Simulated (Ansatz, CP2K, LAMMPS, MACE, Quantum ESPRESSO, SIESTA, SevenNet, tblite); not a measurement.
# Li+ BF4- in gamma-butyrolactone and acetonitrile and diethyl carbonate at 360 K (102 atoms): other programs against plane waves

Aim: forces, pressure and gap of Li+ BF4- in gamma-butyrolactone and acetonitrile and diethyl carbonate at 360 K (102 atoms) at one geometry, from other programs and methods, against plane-wave PBE.

Results are calculated, not measured.

## (1) The structure

The cell holds 102 atoms (30 C, 12 O, 50 H, 4 N, 1 B, 4 F and 1 Li), with edges of 10.57, 10.57 and 10.57 Å. Recipe: 3 gamma-butyrolactone, 4 acetonitrile, 2 diethyl carbonate, 1 Li+, 1 BF4- placed at random, at 1.06 g/cm³; overlaps pushed apart, then 10 ps at 550 K with stiff harmonic cages for PF6 and BF4 with UFF radii; Joung-Cheatham ions (J. Phys. Chem. B 112, 9020 (2008)); MMFF94 bonds, angles, torsions, charges and radii (Halgren, J. Comput. Chem. 17, 490 (1996)) in harmonic and 12-6 forms; charges of ions scaled by 0.8. Snapshot after 30 ps at 360 K and fixed volume. The density is 1.06 g/cm³.

## (2) The reference input

Quantum ESPRESSO 7.5: Kohn-Sham DFT, PBE, SSSP efficiency 1.3.0 pseudopotentials, plane waves. Its input, pw.in:

```
&control
  calculation = 'scf'
  pseudo_dir = './pseudo'
  outdir = './tmp'
  disk_io = 'none'
  tprnfor = .true.
  tstress = .true.
/
&system
  ibrav = 0
  nat = 102
  ntyp = 7
  ecutwfc = 60
  ecutrho = 480
  nosym = .true.
  occupations = 'smearing'
  smearing = 'fd'
  degauss = 0.003675
/
&electrons
  conv_thr = 5.1e-07
  electron_maxstep = 100
  mixing_beta = 0.4
  mixing_mode = 'plain'
  diagonalization = 'david'
/
ATOMIC_SPECIES
C 12.011 C.upf
O 15.999 O.upf
H 1.008 H.upf
N 14.007 N.upf
B 10.810 B.upf
F 18.998 F.upf
Li 6.940 Li.upf
CELL_PARAMETERS angstrom
10.56699 0.00000 0.00000
0.00000 10.56699 0.00000
0.00000 0.00000 10.56699
ATOMIC_POSITIONS crystal
C 0.08931 0.41457 0.01219
C 0.14601 0.27961 0.05319
O 0.27358 0.28756 0.09245
C 0.28707 0.31794 0.21519
[... 96 atom lines left out ...]
F 0.64802 0.31741 0.80370
Li 0.55068 0.47270 0.81886
K_POINTS gamma
```

```console
$ OMP_NUM_THREADS=1 mpirun -np 2 pw.x -in pw.in > output.txt
```

The job ended after 2.6 min (2 MPI ranks of Arm Neoverse V2, shared host; peak memory 2.4 GiB; 5.2 min of CPU time).

It converged with an r.m.s. force component of 1.0 eV/Å and a pressure of 2.8 GPa.

Its highest filled and lowest empty levels lie 4.34 eV apart on its k-points.

## (3) The other programs

- CP2K 2026.2: Gaussian basis with GTH pseudopotentials and a plane-wave density; labels give functional, basis (MOLOPT sets; SR short-range, UZH the newer set with its own potentials), grid cutoff/relative cutoff and solver (OT: orbital transformation; TRS4, TC2, SIGN: linear-scaling purification with its sparsity filter), or its built-in tight binding.
- MACE: machine-learned potential, published weights.
- Quantum ESPRESSO 7.5: plane waves; labels (QE) give functional, pseudopotential set and cutoffs of waves/density.
- SIESTA 5.4.2: numerical atomic orbitals, whose automatically made sets are far from complete, with PseudoDojo norm-conserving potentials that we converted to its format (checked against plane waves on the same files for H, C, O, Si, Ge and Ca alone); labels give functional, basis size, energy shift and mesh cutoff.
- SevenNet: machine-learned potential, published weights.
- tblite 0.8.0: extended tight binding, driven from Python.

All use the same cell and atoms, and the electronic-structure runs the same k-mesh.

## (4) All runs compared

Differences are against the reference: forces as r.m.s. over components, share as that over the reference's r.m.s. force, slope as the fitted ratio of a run's forces to the reference's.

| run | Δ force, r.m.s. (meV/Å) | share (%) | slope | Δ pressure (GPa) | Δ gap (eV) | cores | CPU time | memory (GiB) |
| --- | --- | --- | --- | --- | --- | --- | --- | --- |
| reference | - | - | - | - | - | 2 | 5.2 min | 2.4 |
| CP2K GFN1-xTB, OT DIIS | 423 | 41.7 | 0.905 | -3.00 | - | 1 | 3.4 s | 0.32 |
| CP2K LDA, DZVP-MOLOPT-SR, 600/50 Ry, OT DIIS | 208 | 20.5 | 0.998 | -2.28 | -0.0081 | 4 | 6.6 min | 2.5 |
| CP2K PBE, DZVP-MOLOPT-SR, 210/50 Ry, OT DIIS (coarse) | 277 | 27.3 | 1.052 | 0.727 | 0.0333 | 2 | 5.6 min | 0.6 |
| CP2K PBE, DZVP-MOLOPT-SR, 300/50 Ry, OT DIIS (coarse) | 133 | 13.1 | 1.043 | 0.641 | 0.032 | 2 | 6.8 min | 0.87 |
| CP2K PBE, DZVP-MOLOPT-SR, 600/20 Ry, OT DIIS (coarse) | 155 | 15.3 | 1.044 | 0.943 | 0.0226 | 4 | 4.4 min | 2.6 |
| CP2K PBE, DZVP-MOLOPT-SR, 600/50 Ry, OT DIIS | 134 | 13.2 | 1.045 | 0.616 | 0.0312 | 4 | 7.7 min | 2.6 |
| CP2K PBE, DZVP-MOLOPT-SR, 600/50 Ry, diagonalisation | 134 | 13.2 | 1.045 | 0.616 | 0.0311 | 2 | 4.2 min | 2.9 |
| CP2K PBE, SZV-MOLOPT-SR, 600/50 Ry, OT DIIS (coarse) | 2038 | 201 | 1.500 | 9.69 | -0.628 | 2 | 4.1 min | 1.6 |
| CP2K PBE, SZV-MOLOPT-SR, 600/50 Ry, SIGN filter 1e-04, SCF 1e-05 (coarse) | 1988 | 196 | 1.480 | 10.1 | - | 1 | 1.9 min | 1.5 |
| CP2K PBE, SZV-MOLOPT-SR, 600/50 Ry, SIGN filter 1e-06, SCF 1e-06 (coarse) | 2017 | 199 | 1.494 | 9.80 | - | 1 | 6.1 min | 1.5 |
| MACE MP-0b2 small potential | 171 | 16.9 | 0.975 | 0.349 | - | 1 | 6.2 s | 0.67 |
| MACE MPA-0 medium potential | 172 | 16.9 | 0.950 | 0.238 | - | 1 | 8.3 s | 1.3 |
| QE PBE, dojo-0.4.1-standard, 80/320 Ry | 59.3 | 5.85 | 0.994 | -0.346 | -0.0058 | 4 | 4.5 min | 1.9 |
| QE PBE, gbrv-1.5, 40/200 Ry | 103 | 10.2 | 1.033 | 0.409 | 0.0019 | 2 | 2.4 min | 0.83 |
| SIESTA BLYP, PBE potentials, DZP, shift 0.01 Ry, mesh 500 Ry | 798 | 78.6 | 1.211 | 5.21 | -0.0908 | 2 | 3.3 min | 1.7 |
| SIESTA PBE, DZP, shift 0.01 Ry, mesh 500 Ry | 698 | 68.8 | 1.190 | 3.50 | -0.115 | 2 | 3.4 min | 1.7 |
| SIESTA PBE, DZP, shift 0.02 Ry, mesh 500 Ry | 563 | 55.5 | 1.161 | 1.29 | -0.192 | 2 | 2.6 min | 1.5 |
| SIESTA PBE, SZ, shift 0.01 Ry, mesh 500 Ry (coarse) | 2866 | 282 | 1.636 | 21.3 | -2.46 | 1 | 70 s | 0.74 |
| SIESTA PBE, SZ, shift 0.02 Ry, mesh 500 Ry (coarse) | 2571 | 253 | 1.582 | 19.2 | -2.55 | 1 | 61 s | 0.67 |
| SevenNet 0 potential | 195 | 19.3 | 0.953 | 0.0278 | - | 1 | 7.3 s | 1.1 |
| tblite GFN2-xTB | 469 | 46.3 | 0.857 | -3.10 | - | 1 | 7.6 s | 0.16 |

Rows marked coarse were listed beforehand as settings not expected to be converged; some can still land near the reference.

Times of the machine-learned potentials are mostly Python's start and the loading of weights.

Left out of this page: tblite IPEA1-xTB (killed or ended with an error).

Runs without a result: SIESTA PBE, SZ, shift 0.02 Ry, mesh 500 Ry, order-N, radius 5.5 Å, eta -3.3 eV (stopped at the start); CP2K PBE, SZV-MOLOPT-SR, 600/50 Ry, SIGN filter 1e-07, SCF 1e-07 (cut off at its time limit); SIESTA PBE, SZ, shift 0.02 Ry, mesh 500 Ry, order-N, radius 4.5 Å, eta -3.3 eV (stopped at the start).

CPU time is summed over cores on shared hosts, so it is rough.

## (5) Findings

Forces lie from 5.8 % (QE PBE, dojo-0.4.1-standard, 80/320 Ry) to 282 % (SIESTA PBE, SZ, shift 0.01 Ry, mesh 500 Ry, coarse) of the reference's r.m.s. force of 1.0 eV/Å away from it. Other PBE runs on plane waves or a grid: QE PBE, dojo-0.4.1-standard, 80/320 Ry 5.8 % and QE PBE, gbrv-1.5, 40/200 Ry 10 % of the r.m.s. force; the reference has errors of its own, so differences under a few per cent don't tell which side is nearer the exact PBE result. The PBE runs in local orbitals, coarse settings apart, differ by 13 % (CP2K PBE, DZVP-MOLOPT-SR, 600/50 Ry, OT DIIS) to 69 % (SIESTA PBE, DZP, shift 0.01 Ry, mesh 500 Ry); basis, grid and potentials can all enter. Tight binding differs by 42 % (CP2K GFN1-xTB, OT DIIS) to 46 % (tblite GFN2-xTB); it is another model, with fitted parameters of its own, and the xTB methods hold dispersion.

Machine-learned potentials differ by 17 % (MACE MP-0b2 small potential) to 19 % (SevenNet 0 potential); they were trained on other programs' data. Rows with another functional or a dispersion term differ by 20 % (CP2K LDA, DZVP-MOLOPT-SR, 600/50 Ry, OT DIIS) to 79 % (SIESTA BLYP, PBE potentials, DZP, shift 0.01 Ry, mesh 500 Ry), which mixes the change of model with differences of basis and potentials, some of them made for another functional. Runs with settings chosen to be coarse differ by 13 % (CP2K PBE, DZVP-MOLOPT-SR, 300/50 Ry, OT DIIS) to 282 % (SIESTA PBE, SZ, shift 0.01 Ry, mesh 500 Ry), their programs' other errors included. From CP2K PBE, DZVP-MOLOPT-SR, 210/50 Ry, OT DIIS to the finer CP2K PBE, DZVP-MOLOPT-SR, 600/50 Ry, diagonalisation the share falls from 27 to 13 %. Pressures at PBE, coarse settings apart, lie -0.35 to +3.50 GPa from the reference's. Gaps at PBE, coarse settings apart, lie -0.19 to +0.03 eV from the reference's.

**Limits.** Periodic xTB results under one method name differ between programs and library versions. The reference's pressure holds the uncorrected Pulay stress of its 60 Ry basis, so small pressure differences may be the reference's own error. Machine-learned potentials mimic data converged in k, so the reference's own k-point error enters their differences. The network of contacts between molecules at the start is that of the classical potential that made the cell, and needn't be the one that DFT or experiment would give. The reference's PBE has no dispersion term, which matters for the binding between molecules or layers. The density was typed from a rule of thumb and may lie off the real one at this temperature. The electronic-structure runs sample only Γ, in a cell whose shortest periodic width is 11 Å. Where levels are smeared, the DFT runs use Fermi–Dirac occupations at 580 K (0.05 eV), and energies are free energies. The reference's cutoffs and mesh weren't converged further here.

[Logs are printed without paths, hosts, clocks, repeated set-up lines and the standing remarks that a program may print on its own settings, such as how far it seeks lower states.]

[Hosts, paths, dates, database ids (printed as entryN), source tags and the programs' standing remarks are cut or masked in the printed files.]

[Cells were taken only where this reference lay near another plane-wave run.]

[The MMFF94 radii named for the starting cell were scaled by 0.96; in molecules described by MMFF94, hydrogen bound to N, O or S took a small fixed 12-6 site in their place.]
